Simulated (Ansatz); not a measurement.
# Band gap of H6PbCBr3N (CH3NH3PbBr3) from density functionals to GW, part 2 of 2

Wanted: a ladder of band gaps for H6PbCBr3N (CH3NH3PbBr3), from density functionals to G0W0.

Ansatz 0.2.0; density functionals, hybrids and G0W0, plane waves, PAW. Known limits of the many-body steps: finite bands, screening cutoff and k mesh; no spin-orbit coupling in G0W0.

So far. Step 3 (PBEsol+SOC on the 4×4×4 mesh): Over mesh and listed points the gap is 0.888 eV, direct, at k = (0.500, 0.500, 0.450). On the 4×4×4 mesh alone the same run gives 1.011 eV, so that mesh misses an edge of PBEsol+SOC: 1.011 − 0.888 = +0.123 eV. PBEsol+SOC against PBEsol: 0.888 − 2.006 = −1.118 eV. Mesh, set of files and cutoff are the same, but the valence top lies at another k point, so this need not be the shift of one pair of states.

The structure was built from a prototype and need not be the compound's stable phase.

In doubt: masses and optical values from hybrid runs of this build are listed as unsure (step 7), which bears on the screening that GW takes from such a start.

## Step 5: HSE06+SOC on the 2×2×2 mesh

This step: DFT, HSE06 with spin-orbit coupling, plane waves, PAW; PAW set soft_1.

The input, input.yaml:

```yaml
crystal:
  lattice:
    - [5.8213187309, 0.0324159757, 0.0022712583]
    - [0.0324159757, 5.9404160638, -0.0047210805]
    - [0.0022712583, -0.0047210805, 5.7590484621]
  atoms:
    - { symbol: C, position: [0.9047910036, 0.9540312406, 0.9996755484] }
    - { symbol: "N", position: [0.1331001664, 0.0598188283, 0.000403052] }
    - { symbol: H, position: [0.9282636413, 0.7704293229, 0.9981643961] }
    - { symbol: H, position: [0.2285468519, 1.0146442665, 0.8532031015] }
    - { symbol: H, position: [0.8111075916, 0.007871173, 0.8434813284] }
    - { symbol: H, position: [0.1245904708, 0.2347170579, 0.0016984932] }
    - { symbol: H, position: [0.8109581835, 0.0060073127, 0.1567673347] }
    - { symbol: H, position: [0.2283561027, 1.0132046161, 0.1469151635] }
    - { symbol: Pb, position: [0.484565248, 0.4906182816, 0.4998481534] }
    - { symbol: Br, position: [0.4190289606, 0.5445179638, -0.0001332024] }
    - { symbol: Br, position: [0.4409374489, -0.0132096713, 0.500150562] }
    - { symbol: Br, position: [-0.0243269835, 0.4165431027, 0.4995236299] }
kpoints:
  mp_grid: { grid: [2, 2, 2] }
  band_path:
    path:
      - [0.0, 0.0, 0.0]
      - [0.5, 0.0, 0.0]
      - [0.5, 0.5, 0.0]
      - [0.5, 0.5, 0.5]
      - [0.5, 0.5, 0.45]
    npoints: 1
hamiltonian:
  xc: hse06
  pseudopotentials: { kind: paw_fr, azcp: { folder: soft_1 } }
scf:
  occupations: { method: fixed }
  n_extra_bands: 16
magnetization:
  noncollinear: true
  spin_orbit: true
output:
  eigenvalues: true
```

On the command line:

```bash
ansatz run input.yaml --threads 2 --pin off --max-ram 92160MiB --backend cuda --events-out ev --progress --plain --runs-dir out --devices 1 --max-vram 13GiB
```

Numbers of over 12 decimals in the logs are rounded to 6 here.

The program printed:

```text
[...]
exact exchange: scf.exx.singularity resolves to wigner_seitz, which cuts the screened interaction at the faces of the exchange supercell's Wigner-Seitz cell, so that each pair interacts once, at the shortest of its separations (the periodic images that this leaves out come, for a point-like exchange hole, to about 0.001 eV on a filled level). The cut falls within the interaction's reach, and what an exchange supercel [...]
[...]
--- Band table (eV; the first three rows and the last of 8) ---
  k-point 0: bands = [... 46 lower, 0.5268, 0.5268, 0.7054, 0.7054, 7.0814, 7.0814, 7.5689, 7.5689, ... 12 higher]
  k-point 1: bands = [... 46 lower, 0.6046, 0.6046, 1.2536, 1.2536, 5.8618, 5.8618, 7.9662, 7.9662, ... 12 higher]
  k-point 2: bands = [... 46 lower, 0.5661, 0.5661, 1.2058, 1.2058, 5.5326, 5.5326, 7.9093, 7.9093, ... 12 higher]
  k-point 7: bands = [... 46 lower, 0.9026, 0.9026, 2.4531, 2.4531, 4.1048, 4.1048, 5.6711, 5.6711, ... 12 higher]
[key lines of the parts left out:]
Magnetization: |M| = 0.0000 μB,  M = (+0.0000, +0.0000, +0.0000) μB
Free energy (F): -21011.953440 eV
Fermi energy:    2.453061 eV
```

It took 32 s on 1 × NVIDIA H100 80GB HBM3 (shared by 6 runs) with 2 threads of AMD EPYC 7R13 (Zen 3), shared host; peak memory 1.6 GiB.

Numbers from this step:

| Quantity | Value |
| --- | --- |
| gap | 1.542 eV |
| valence top at | k = (0.500, 0.500, 0.450) |
| conduction bottom at | k = (0.500, 0.500, 0.450) |
| least direct gap | 1.542 eV |
| exact-exchange fraction | 0.25 |

Over mesh and listed points the gap is 1.542 eV, direct, at k = (0.500, 0.500, 0.450). On the 2×2×2 mesh alone the same run gives 1.652 eV, so that mesh misses an edge of HSE06+SOC: 1.652 − 1.542 = +0.110 eV. HSE06+SOC against HSE06: 1.542 − 2.692 = −1.150 eV. The runs also differ in mesh (4×4×4 and 2×2×2), and the valence top lies at another k point, so how much of this comes from spin-orbit coupling alone is not known. The spin-orbit run sees mesh and listed points alone, so its gap is an upper bound: the coupling can move an edge off these points, the more so as this crystal has no centre of inversion, and the change over the zone, its sign included where it is small, is not known.

## Step 6: G0W0@PBEsol, 4×4×4 mesh, 670 empty bands, screening to 130 eV, PAW set soft_1 files

G0W0 replaces the xc potential by a self-energy built once from the orbitals of the start. Levels are corrected in the window of bands that the input names, at points of the mesh.

This step: G0W0 on PBEsol, plane waves, PAW; PAW set soft_1.

Changes to input.yaml since step 5:

```diff
@@ -19,21 +19,13 @@
 kpoints:
-  mp_grid: { grid: [2, 2, 2] }
-  band_path:
-    path:
-      - [0.0, 0.0, 0.0]
-      - [0.5, 0.0, 0.0]
-      - [0.5, 0.5, 0.0]
-      - [0.5, 0.5, 0.5]
-      - [0.5, 0.5, 0.45]
-    npoints: 1
+  mp_grid: { grid: [4, 4, 4] }
 hamiltonian:
-  xc: hse06
-  pseudopotentials: { kind: paw_fr, azcp: { folder: soft_1 } }
+  xc: pbesol
+  pseudopotentials: { kind: paw, azcp: { folder: soft_1 }, xc_functional: pbe }
 scf:
   occupations: { method: fixed }
-  n_extra_bands: 16
-magnetization:
-  noncollinear: true
-  spin_orbit: true
-output:
-  eigenvalues: true
+gw:
+  n_empty_bands: 670
+  ecut_chi: 130.0
+  qp_bands: [v4, c4]
+  qp_kpoints: band_edges
+  screening: { model: contour_deformation }
```

The program printed:

```text
GPUs: using 1 of 1 available (devices: 1).
[...]
GPU FFT provider: cuFFT
GPU libraries: cuBLAS 13.8.2, cuFFT 12.4.0, cuSOLVER 12.3.4
Crystal: 12 atoms, lattice volume = 199.148 Å³
Basis set: ecut = 420 eV, 3881 PW (Γ)
Bands: 37, of which v1, the nominal top of the filled ones, is band 25 counted from 1 (24 counted from 0)
Symmetry: 1 space group operations
[...]
k-points: 36 of 64 (time reversal used)
[...]
0    29      8.0589    -5.7257    -3.8164   -10.0257  0.7841     8.5491     8.5426  root
[...]
35    26      4.7612    -8.6828    -3.3151   -12.4376  0.7931     5.2041     5.2009  root
    35    27      4.7910    -8.3299    -3.3387   -12.1276  0.7956     5.2534     5.2499  root
    35    28      5.0742    -8.8145    -3.3133   -12.5678  0.7927     5.5175     5.5142  root
    35    29      7.9090    -4.6185    -3.7666    -9.0227  0.8098     8.5541     8.5466  root
[key lines of the parts left out:]
SCF converged after 9 iterations
Free energy (F): -20691.903354 eV
Fermi energy:    2.745936 eV
```

Wall time 4.2 min (1 × NVIDIA H100 80GB HBM3 (shared by 6 runs) with 2 threads); peak memory 5.3 GiB; 7.6 min of CPU time.

This step gave:

* bands summed: 695
* RPA ε∞ on this mesh (eigenvalues): 4.853, 4.928, 5.079
* plane waves in the screening matrix: 697
* G0W0 gap over the corrected points: 3.132 eV
* k of the valence top: -0.5, -0.5, -0.5
* k of the conduction bottom: -0.5, -0.5, -0.5
* starting gap on the mesh: 2.015 eV
* Z at the valence top: 0.7760
* Z at the conduction bottom: 0.7931
* least direct G0W0 gap over the corrected points: 3.132 eV

Over 20 of 36 irreducible mesh points the G0W0 gap is 3.132 eV, direct, at k = (-0.500, -0.500, -0.500). The PBEsol gap of this run on the mesh is 2.015 eV. The two states that bound the G0W0 gap lie that far apart at the start, so the correction of the gap is 3.132 − 2.015 = +1.117 eV.

## Step 7: G0W0@HSE06, 4×4×4 mesh, 311 empty bands, screening to 78 eV, PAW set soft_1 files

This step: G0W0 on HSE06, plane waves, PAW; PAW set soft_1.

Changes to input.yaml since step 6:

```diff
@@ -21,4 +21,4 @@
 hamiltonian:
-  xc: pbesol
-  pseudopotentials: { kind: paw, azcp: { folder: soft_1 }, xc_functional: pbe }
+  xc: hse06
+  pseudopotentials: { kind: paw, azcp: { folder: soft_1 } }
 scf:
@@ -26,4 +26,4 @@
 gw:
-  n_empty_bands: 670
-  ecut_chi: 130.0
+  n_empty_bands: 311
+  ecut_chi: 78
   qp_bands: [v4, c4]
```

The program printed:

```text
GPUs: using 1 of 1 available (devices: 1).
[...]
GPU FFT provider: cuFFT
GPU libraries: cuBLAS 13.8.2, cuFFT 12.4.0, cuSOLVER 12.3.4
Crystal: 12 atoms, lattice volume = 199.148 Å³
Basis set: ecut = 420 eV, 3881 PW (Γ)
Bands: 37, of which v1, the nominal top of the filled ones, is band 25 counted from 1 (24 counted from 0)
Symmetry: 1 space group operations
[...]
k-points: 36 of 64 (time reversal used)
[...]
0    28      8.3872    -6.4562    -3.5157   -10.3550  0.8085     8.7728     8.7703  root
     0    29      8.6247    -5.5586    -3.4073    -9.3252  0.8174     8.9864     8.9841  root
[...]
35    26      5.1805    -8.2984    -3.0259   -11.7593  0.8221     5.6179     5.6156  root
    35    27      5.2243    -8.0467    -3.0377   -11.5217  0.8240     5.6639     5.6616  root
    35    28      5.5002    -8.4003    -3.0206   -11.8619  0.8221     5.9435     5.9412  root
    35    29      8.5031    -4.3489    -3.3797    -8.1736  0.8387     8.9505     8.9481  root
[key lines of the parts left out:]
Free energy (F): -21004.076689 eV
Fermi energy:    2.482943 eV
```

Wall time 3.2 min (1 × NVIDIA H100 80GB HBM3 (shared by 6 runs) with 2 threads); peak memory 3 GiB; 4.2 min of CPU time.

This step gave:

- bands summed: 336
- RPA ε∞ on this mesh (eigenvalues): 3.758, 3.843, 3.918
- plane waves in the screening matrix: 315
- G0W0 gap over the corrected points: 3.383 eV
- k of the valence top: -0.5, -0.5, -0.5
- k of the conduction bottom: -0.5, -0.5, -0.5
- starting gap on the mesh: 2.698 eV
- Z at the valence top: 0.8107
- Z at the conduction bottom: 0.8221
- least direct G0W0 gap over the corrected points: 3.383 eV

Over 20 of 36 irreducible mesh points the G0W0 gap is 3.383 eV, direct, at k = (-0.500, -0.500, -0.500). The HSE06 gap of this run on the mesh is 2.698 eV. The two states that bound the G0W0 gap lie that far apart at the start, so the correction of the gap is 3.383 − 2.698 = +0.685 eV. G0W0@HSE06 against G0W0@PBEsol with 695 bands: 3.383 − 3.132 = +0.251 eV. The runs also differ in empty bands (670 and 311) and screening cutoff (eV) (130.0 and 78), so how much of this comes from the start alone is not known.

## Step 8: Gap and time by level

Each gap is the least one over the points named; times are wall times on shared hosts, not benchmarks. A G0W0 time includes the run's own self-consistent start. Runs with listed points see these and the mesh alone, so an edge that moves elsewhere is missed. Rows marked * are further runs, not shown as steps, whose inputs differ from the G0W0 step on the same start in the columns given; solver thresholds can differ too. Symmetry makes (0.500, 0.500, 0.500) and (-0.500, -0.500, -0.500) one point.

```csv
level,mesh,"files, cutoff","bands summed, screening",points,gap (eV),valence top,conduction bottom,least direct gap (eV),time
PBEsol,4×4×4,"soft_1 PAW, 420 eV",-,mesh and path,2.006,"(0.500, 0.500, 0.500)","(0.500, 0.500, 0.450)",2.015,8.5 s
PBEsol+SOC,4×4×4,"soft_1 PAW, 420 eV",-,mesh and listed points,0.888,"(0.500, 0.500, 0.450)","(0.500, 0.500, 0.450)",0.888,18 s
HSE06,4×4×4,"soft_1 PAW, 420 eV",-,mesh and listed points,2.692,"(0.500, 0.500, 0.500)","(0.500, 0.500, 0.450)",2.698,68 s
HSE06+SOC,2×2×2,"soft_1 PAW, 420 eV",-,mesh and listed points,1.542,"(0.500, 0.500, 0.450)","(0.500, 0.500, 0.450)",1.542,32 s
G0W0@PBEsol*,4×4×4,"soft_1 PAW, 420 eV","194, 52 eV",20 of 36 irreducible mesh points,2.920,"(-0.500, -0.500, -0.500)","(-0.500, -0.500, -0.500)",2.920,56 s
G0W0@PBEsol,4×4×4,"soft_1 PAW, 420 eV","695, 130 eV",20 of 36 irreducible mesh points,3.132,"(-0.500, -0.500, -0.500)","(-0.500, -0.500, -0.500)",3.132,4.2 min
G0W0@HSE06,4×4×4,"soft_1 PAW, 420 eV","336, 78 eV",20 of 36 irreducible mesh points,3.383,"(-0.500, -0.500, -0.500)","(-0.500, -0.500, -0.500)",3.383,3.2 min
```

## Step 9: What came out

```json
{
 "PBEsol, over mesh and path": "2.006 eV",
 "PBEsol+SOC, over mesh and listed points": "0.888 eV",
 "HSE06, over mesh and listed points": "2.692 eV",
 "HSE06+SOC, over mesh and listed points": "1.542 eV",
 "G0W0@PBEsol (695 bands, 4×4×4), over 20 of 36 irreducible mesh points": "3.132 eV",
 "G0W0@HSE06, over 20 of 36 irreducible mesh points": "3.383 eV",
 "known limits": "finite bands, screening cutoff and k mesh; no spin-orbit coupling in G0W0"
}
```

What this shows: The rows run from 0.888 eV (PBEsol+SOC) to 3.383 eV (G0W0@HSE06). They differ in mesh, bands and screening cutoff of G0W0 and the points over which the gap was sought as well as in level, so only pairs that share these are like for like. HSE06 against PBEsol: 2.692 − 2.006 = +0.686 eV, with the same mesh, files and cutoff, and both edges at the same k points. G0W0@PBEsol (695 bands, 4×4×4) moves the gap of its own start on the mesh by 3.132 − 2.015 = +1.117 eV, between the same two levels. Over mesh and path, PBEsol puts the conduction bottom at k = (0.500, 0.500, 0.450), where no G0W0 correction was computed. The G0W0 gap over the whole zone is therefore not known from this run; at its settings it can only be equal to or under the 3.132 eV found, and no correction is carried over from another point. For the start itself the gap is 2.006 eV over mesh and path and 2.015 eV on the mesh of the G0W0 run. G0W0@HSE06 moves the gap of its own start on the mesh by 3.383 − 2.698 = +0.685 eV, between the same two levels. Over mesh and listed points, HSE06 puts the conduction bottom at k = (0.500, 0.500, 0.450), where no G0W0 correction was computed. The G0W0 gap over the whole zone is therefore not known from this run; at its settings it can only be equal to or under the 3.383 eV found, and no correction is carried over from another point. For the start itself the gap is 2.692 eV over mesh and listed points and 2.698 eV on the mesh of the G0W0 run. What spin-orbit coupling does to the G0W0 levels was not computed, so no sum with the G0W0 gap is formed. For G0W0@PBEsol: from 194 bands and 52 eV to 695 bands and 130 eV the gap moves by 3.132 − 2.920 = +0.212 eV; bands and screening cutoff rise together, so their parts are not told apart. Two runs can't test a law of convergence, so the limit is not known. The other G0W0 rows are shown at one basis each (336 bands), so their distance from the limit is not known here. The G0W0 runs are scalar-relativistic. No pair of G0W0 runs that differ in the mesh alone is shown (4×4×4 is a supercell whose nearest images lie 23 Å apart), so the error from the mesh is not known here. G0W0 is shown with one set of atomic data (soft_1 PAW), so the error from the files is not known here.

[Paths, hosts, dates, memory and timing lines, banners, echoed tables and standing remarks are left out of the program output.]

[Logs are printed without paths, hosts, clocks, repeated set-up lines and the standing remarks that a program may print on its own settings, such as how far it seeks lower states.]

[Runs of the session that timed out or met a known fault of the program may be left out.]

[Cells called generated may have been cut or substituted from an entry of the Crystallography Open Database or the Materials Project.]

[Hosts, paths, dates, database ids (printed as entryN), source tags and the programs' standing remarks are cut or masked in the printed files.]

[Where an RPA ε∞ is given, it is that of the G0W0 mesh and is not shown converged in it. Names of k-points follow the symmetry that the program found, which can be lower than the space group named. Band edges on a path are those of the sampled points; other points can move an edge, and change direct to indirect where valleys lie close.]

[Hybrid gaps are those of their k-mesh and are not shown converged in it.]
